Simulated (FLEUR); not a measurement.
# Co (c factor at fixed volume 1.03 on the database's cell): from one collinear state to anisotropy, part 2 of 2

Aim: the anisotropy of Co (c factor at fixed volume 1.03 on the database's cell) from single passes in the potential of one collinear state.

FLEUR MaX-R8.1; PBE; all-electron FLAPW, Dirac cores, scalar-relativistic bands.

So far. Step 2 (Self-consistent state): After 22 cycles the largest moment stands at 1.69 μB.

## Step 4: Energy against the direction of the moments, rung 2

Level of this step: PBE; all-electron FLAPW, Dirac cores, scalar-relativistic bands with spin-orbit coupling, force theorem (FLEUR).

A second rung shows how far the first can be trusted.

The k list mae (kpts.xml, not shown) is a Γ-centred 26×26×14 mesh.

Contents of inp.xml:

```
<?xml version="1.0" encoding="UTF-8" standalone="no"?>
<fleurInput fleurInputVersion="0.39">
   <comment>
      Co
   </comment>
   <calculationSetup>
      <cutoffs Kmax="3.6" Gmax="10.8" GmaxXC="10.8" numbands="74"/>
      <scfLoop itmax="1" minDistance="0.00002" maxIterBroyd="15" imix="Anderson" alpha="0.05" precondParam="0.0" spinf="2.0" sdNocoIR="T"/>
      <coreElectrons ctail="F" frcor="F" kcrel="0" coretail_lmax="0"/>
      <xcFunctional name="pbe" relativisticCorrections="F"/>
      <magnetism jspins="2" l_noco="F" l_ss="F">
         <qss>0.0 0.0 0.0</qss>
         <mtNocoParams l_mperp="F" l_mtNocoPot="F" l_relaxSQA="F" mag_mixing_scheme="0" mix_RelaxWeightOffD="1.0" l_constrained="F" mix_constr="1.0"/>
         <sourceFreeMag l_sourceFree="F" l_scaleMag="F" mag_scale="1.0"/>
      </magnetism>
      <soc l_soc="T" theta="0.0" phi="0.0" spav="F"/>
      <expertModes spex="0" secvar="F"/>
      <geometryOptimization l_f="F" forcealpha="1.0" forcemix="BFGS" epsdisp="0.00001" epsforce="0.00001"/>
      <ldaU l_linMix="F" mixParam="0.05" spinf="1.0"/>
   </calculationSetup>
   <cell>
      <bzIntegration valenceElectrons="34.0" mode="hist" fermiSmearingEnergy="0.00183747">
         <kPointListSelection listName="mae"/>
         <xi:include xmlns:xi="http://www.w3.org/2001/XInclude" href="kpts.xml"> </xi:include>
      </bzIntegration>
      <xi:include xmlns:xi="http://www.w3.org/2001/XInclude" href="sym.xml"> </xi:include>
      <bulkLattice scale="1.0">
         <bravaisMatrix>
            <row-1>    4.6687850073520654     0.0000000053668222     0.0000000000000000</row-1>
            <row-2>   -2.3343925083342074     4.0432864184943531     0.0000000000000000</row-2>
            <row-3>    0.0000000000000000     0.0000000000000000     7.9217262451448249</row-3>
         </bravaisMatrix>
      </bulkLattice>
   </cell>
   <atomSpecies>
      <species name="Cobalt (Co2.000" element="Co" atomicNumber="27">
         <mtSphere radius="2.28" gridPoints="753" logIncrement="0.016"/>
         <atomicCutoffs lmax="8" lnonsphr="6"/>
         <electronConfig flipSpins="F">
            <coreConfig>(1s1/2) (2s1/2) (2p1/2) (2p3/2)</coreConfig>
            <valenceConfig>(3s1/2) (3p1/2) (3p3/2) (4s1/2) (3d3/2) (3d5/2)</valenceConfig>
            <stateOccupation state="(3d3/2)" spinUp="1.5" spinDown="1.3"/>
            <stateOccupation state="(3d5/2)" spinUp="3.0" spinDown="1.2"/>
         </electronConfig>
         <energyParameters s="4" p="4" d="3" f="4"/>
         <lo type="SCLO" l="0" n="3" eDeriv="0"/>
         <lo type="SCLO" l="1" n="3" eDeriv="0"/>
      </species>
   </atomSpecies>
   <atomGroups>
      <atomGroup species="Cobalt (Co2.000">
         <relPos label="                   1">1.000/3.000 -1.000/3.000 1.000/4.000</relPos>
         <force calculate="T" relaxXYZ="TTT"/>
         <nocoParams  alpha="0.0" beta="0.0"/>
      </atomGroup>
      <atomGroup species="Cobalt (Co2.000">
         <relPos label="                   2">-1.000/3.000 1.000/3.000 -1.000/4.000</relPos>
         <force calculate="T" relaxXYZ="TTT"/>
         <nocoParams  alpha="0.0" beta="0.0"/>
      </atomGroup>
   </atomGroups>
   <output dos="F" band="F" slice="F">
      <bandDOS minEnergy="-.5*Htr" maxEnergy="0.5*Htr" sigma="0.015" storeEVData="T"/>
      <plotting iplot="0" polar="F">
         <plot TwoD="T" vec1="  1.0  0.0  0.0" vec2="  0.0  1.0  0.0" vec3="  0.0  0.0  1.0" zero="  0.0  0.0  0.0" file="plot"/>
      </plotting>
      <moessbauerParams electricFieldGradient="F" isomerShift="F" coreHyperfine="F" valenceHyperfine="F"/>
   </output>
   <forceTheorem>
      <MAE theta="0.0 1.5707963 1.5707963 0.7853982" phi="0.0 0.0 0.5235988 0.0"/>
   </forceTheorem>
</fleurInput>
```

The run is started by

```console
> OMP_NUM_THREADS=1 mpirun -n 4 fleur_MPI -warn_only > fleur.log
```

The log of the run:

```text
[banner, memory and clock lines left out]
Welcome to FLEUR        (www.flapw.de)
      MaX-Release 8.1          (www.max-centre.eu)
************FLEUR-Warning*****************
Error message: k-point set is not compatible to missing time-reversal symmetry in calculation.
Error occurred in subroutine: gen_bz
Error from PE:0/4
Other PEs with error messages:
     1-k-point set is not compatible to missing time-reversal symmetry in calculation.
     3-k-point set is not compatible to missing time-reversal symmetry in calculation.
************FLEUR-Warning*****************
[...]
k-point list type: mesh
 0 x 0 x 0
 Number of k points: 4736

 [... set-up left out ...]
 ********************************************************************
 Run finished successfully
 Stop message:
   Forcetheorem MAE
 ********************************************************************

--- out.xml (force theorem) ---
<Forcetheorem_MAE Angles="4" units="Htr">
            <Angle theta="0.0000000" phi="0.0000000" ev-sum="-29.501414436"/>
            <Angle theta="1.5707963" phi="0.0000000" ev-sum="-29.501415916"/>
            <Angle theta="1.5707963" phi="0.5235988" ev-sum="-29.501415909"/>
            <Angle theta="0.7853982" phi="0.0000000" ev-sum="-29.501415214"/>
         </Forcetheorem_MAE>
```

It took 5.6 min on 4 MPI ranks of Arm Neoverse V1, shared host; peak memory 3.6 GiB; 22 min of CPU time.

Anisotropy energies, by row:

| axis | x | y | z | band energy less the first axis' (meV a cell) |
| --- | --- | --- | --- | --- |
| [001] | 0 | 0 | 1 | 0 |
| [100] | 1 | 0 | 0 | -0.04027 |
| [210] | 0.866 | 0.5 | 0 | -0.04008 |
| 45 degrees from [001] toward [100] | 0.7071 | 0 | 0.7071 | -0.02117 |

## Step 5: Spin–orbit coupling, moments along [001]

Spin–orbit coupling ties the spins to the lattice and lets orbital moments form.

A new self-consistent run of the start ferro ++, with the moments along z. The k list default-1 (kpts.xml, not shown) is a Γ-centred 26×26×14 mesh.

Contents of inp.xml:

```
<?xml version="1.0" encoding="UTF-8" standalone="no"?>
<fleurInput fleurInputVersion="0.39">
   <comment>
      Co
   </comment>
   <calculationSetup>
      <cutoffs Kmax="3.6" Gmax="10.8" GmaxXC="10.8" numbands="74"/>
      <scfLoop itmax="110" minDistance="0.00002" maxIterBroyd="15" imix="Anderson" alpha="0.05" precondParam="0.0" spinf="2.0" sdNocoIR="T"/>
      <coreElectrons ctail="T" frcor="F" kcrel="0" coretail_lmax="0"/>
      <xcFunctional name="pbe" relativisticCorrections="F"/>
      <magnetism jspins="2"/>
      <soc l_soc="T" theta="0.0" phi="0.0" spav="F"/>
      <expertModes spex="0" secvar="F"/>
      <geometryOptimization l_f="F" forcealpha="1.0" forcemix="BFGS" epsdisp="0.00001" epsforce="0.00001"/>
      <ldaU l_linMix="F" mixParam="0.05" spinf="1.0"/>
   </calculationSetup>
   <cell>
      <bzIntegration valenceElectrons="34.0" mode="hist" fermiSmearingEnergy="0.00183747">
         <kPointListSelection listName="default-1"/>
         <xi:include xmlns:xi="http://www.w3.org/2001/XInclude" href="kpts.xml"> </xi:include>
      </bzIntegration>
      <xi:include xmlns:xi="http://www.w3.org/2001/XInclude" href="sym.xml"> </xi:include>
      <bulkLattice scale="1.0">
         <bravaisMatrix>
            <row-1>    4.6687850073520654     0.0000000053668222     0.0000000000000000</row-1>
            <row-2>   -2.3343925083342074     4.0432864184943531     0.0000000000000000</row-2>
            <row-3>    0.0000000000000000     0.0000000000000000     7.9217262451448249</row-3>
         </bravaisMatrix>
      </bulkLattice>
   </cell>
   <atomSpecies>
      <species name="Cobalt (Co2.000" element="Co" atomicNumber="27">
         <mtSphere radius="2.28" gridPoints="753" logIncrement="0.016"/>
         <atomicCutoffs lmax="8" lnonsphr="6"/>
         <electronConfig flipSpins="F">
            <coreConfig>(1s1/2) (2s1/2) (2p1/2) (2p3/2)</coreConfig>
            <valenceConfig>(3s1/2) (3p1/2) (3p3/2) (4s1/2) (3d3/2) (3d5/2)</valenceConfig>
            <stateOccupation state="(3d3/2)" spinUp="1.5" spinDown="1.3"/>
            <stateOccupation state="(3d5/2)" spinUp="3.0" spinDown="1.2"/>
         </electronConfig>
         <energyParameters s="4" p="4" d="3" f="4"/>
         <lo type="SCLO" l="0" n="3" eDeriv="0"/>
         <lo type="SCLO" l="1" n="3" eDeriv="0"/>
      </species>
   </atomSpecies>
   <atomGroups>
      <atomGroup species="Cobalt (Co2.000">
         <relPos label="                   1">1.000/3.000 -1.000/3.000 1.000/4.000</relPos>
         <relPos label="                   2">-1.000/3.000 1.000/3.000 -1.000/4.000</relPos>
         <force calculate="T" relaxXYZ="TTT"/>
      </atomGroup>
   </atomGroups>
   <output dos="F" band="F" slice="F">
      <bandDOS minEnergy="-.5*Htr" maxEnergy="0.5*Htr" sigma="0.015" storeEVData="T"/>
      <plotting iplot="0" polar="F">
         <plot TwoD="T" vec1="  1.0  0.0  0.0" vec2="  0.0  1.0  0.0" vec3="  0.0  0.0  1.0" zero="  0.0  0.0  0.0" file="plot"/>
      </plotting>
      <moessbauerParams electricFieldGradient="F" isomerShift="F" coreHyperfine="F" valenceHyperfine="F"/>
   </output>
</fleurInput>
```

Contents of crystal.txt:

```
Co
&input film=F cartesian=F /
2.47061462853  0.00000000284  0.00000000000
-1.23530731673  2.13961502985  0.00000000000
0.00000000000  0.00000000000  4.19199700000
1.8897261246
1.0 1.0 1.0

2
27 0.33333333333  0.66666666667  0.25000000000 : 2.000
27 0.66666666667  0.33333333333  0.75000000000 : 2.000

&soc 0.0000000 0.0000000 /
&kpt div1=26 div2=26 div3=14 gamma=T /
```

The run is started by

```console
> OMP_NUM_THREADS=1 inpgen -f crystal.txt > inpgen.log  # inp.xml is then edited as shown
> OMP_NUM_THREADS=1 mpirun -n 4 fleur_MPI > fleur.log
```

The log of the run:

```text
[banner, memory and clock lines left out]
Welcome to FLEUR        (www.flapw.de)
      MaX-Release 8.1          (www.max-centre.eu)

 ========== k-point set info ==========
 Selected k-point list: default-1
 k-point list type: mesh
 26 x 26 x 14
 Number of k points: 912

 [... set-up left out ...]
 Iteration:     1   Distance:       8.46454886 me/bohr^3
 Iteration:     2   Distance:       6.98680095 me/bohr^3
 Iteration:     3   Distance:       3.83228674 me/bohr^3
 Iteration:     4   Distance:       0.93856774 me/bohr^3
 Iteration:     5   Distance:       0.54340416 me/bohr^3
 Iteration:     6   Distance:       0.31385377 me/bohr^3
 Iteration:     7   Distance:       0.31255156 me/bohr^3
 Iteration:     8   Distance:       0.14171389 me/bohr^3
 Iteration:     9   Distance:       0.12874728 me/bohr^3
 Iteration:    10   Distance:       0.04092231 me/bohr^3
 Iteration:    11   Distance:       0.01360953 me/bohr^3
 Iteration:    12   Distance:       0.00474910 me/bohr^3
 Iteration:    13   Distance:       0.00028569 me/bohr^3
 Iteration:    14   Distance:       0.00069039 me/bohr^3
 Iteration:    15   Distance:       0.00004493 me/bohr^3
 Iteration:    16   Distance:       0.00004316 me/bohr^3
 Iteration:    17   Distance:       0.00003480 me/bohr^3
 Iteration:    18   Distance:       0.00000747 me/bohr^3

 ********************************************************************
 Run finished successfully
 Stop message:
   all done
 ********************************************************************

--- out.xml (last complete iteration) ---
<iteration numberForCurrentRun="   18" overallNumber="   18">
         [... left out ...]
         <bandgap value="0.0000000000" units="eV"/>
         <sumValenceSingleParticleEnergies value="-29.5047170122" units="Htr"/>
         <FermiEnergy value="0.3473278625" units="Htr"/>
         [... left out ...]
         <magneticMomentsInMTSpheres units="muBohr">
            <globalMagMoment atomType="1" vec="0.00000   0.00000   1.70133"/>
         </magneticMomentsInMTSpheres>
         <orbitalMomentsInMTSpheres units="muBohr">
            <globalMagMoment atomType="1" vec="0.00000   0.00000   0.07704"/>
         </orbitalMomentsInMTSpheres>
         [... left out ...]
         <totalEnergy value="    -2786.9515210611" units="Htr">
            <sumOfEigenvalues value="    -1604.7374235128">
               <coreElectrons value="-1575.2327065006"/>
               <valenceElectrons value="-29.5047170122"/>
            </sumOfEigenvalues>
         [... left out ...]
            <freeEnergy value="-2786.9521268096"/>
            <extrapolationTo0K value="-2786.9518239354"/>
         </totalEnergy>
         <densityConvergence units="me/bohr^3">
            <chargeDensity spin="1" distance="0.0000029353"/>
            <chargeDensity spin="2" distance="0.0000053487"/>
            <overallChargeDensity distance="0.0000074675"/>
            <spinDensity distance="0.0000043227"/>
         </densityConvergence>
      </iteration>
```

Wall time 5.4 min (4 MPI ranks); peak memory 0.82 GiB; 22 min of CPU time.

Read from the output:

| Property | Result |
| --- | --- |
| free energy | -75836.8308 eV |
| program's band gap on this mesh (in a metal only a level spacing) | 0 eV |
| magnetization | 3.274 μB |
| final state | ferromagnetic |
| largest moment | 1.701 μB |
| orbital moment along the spin | 0.07704 μB |

Orbital moment in the sphere, along the spin axis by atom:

| atom | orbital moment in the sphere, along the spin axis (μB) |
| --- | --- |
| Co1 | 0.0770 |
| Co2 | 0.0770 |

## Step 6: Summary of results

| Item | Value |
| --- | --- |
| reference state | ferromagnetic |
| largest sphere moment | 1.69 μB |
| easy direction of those tried | the plane normal to [001] |
| energy along [100] less [001], force theorem | -0.0403 meV a primitive cell |
| orbital moment on the atom of largest spin, along its spin (spin–orbit run) | 0.0770 μB |

**Reading.** By the force theorem the moments prefer the plane normal to [001], with no direction in it resolved; shape anisotropy is not in it. The difference for the second direction goes from -0.029 meV (mesh 18×18×9, 74 states, 7 min of CPU time) to -0.040 meV (mesh 26×26×14, 74 states, 22 min). The orbital moment is parallel to the spin, as Hund's third rule has it for a shell over half filled. The state was typed, and no other order was converged beside it, so it need not be the ground state.

[Logs and program files are shortened in this print: banners, set-up blocks, solver, clock and traceback lines can be left out without a mark of their own.]

[Logs are printed without paths, hosts, clocks, repeated set-up lines and the standing remarks that a program may print on its own settings, such as how far it seeks lower states.]

[Hosts, paths, dates, database ids (printed as entryN), source tags and the programs' standing remarks are cut or masked in the printed files.]

[Where a cell is said to come from a database of computed structures, the database is the Materials Project.]
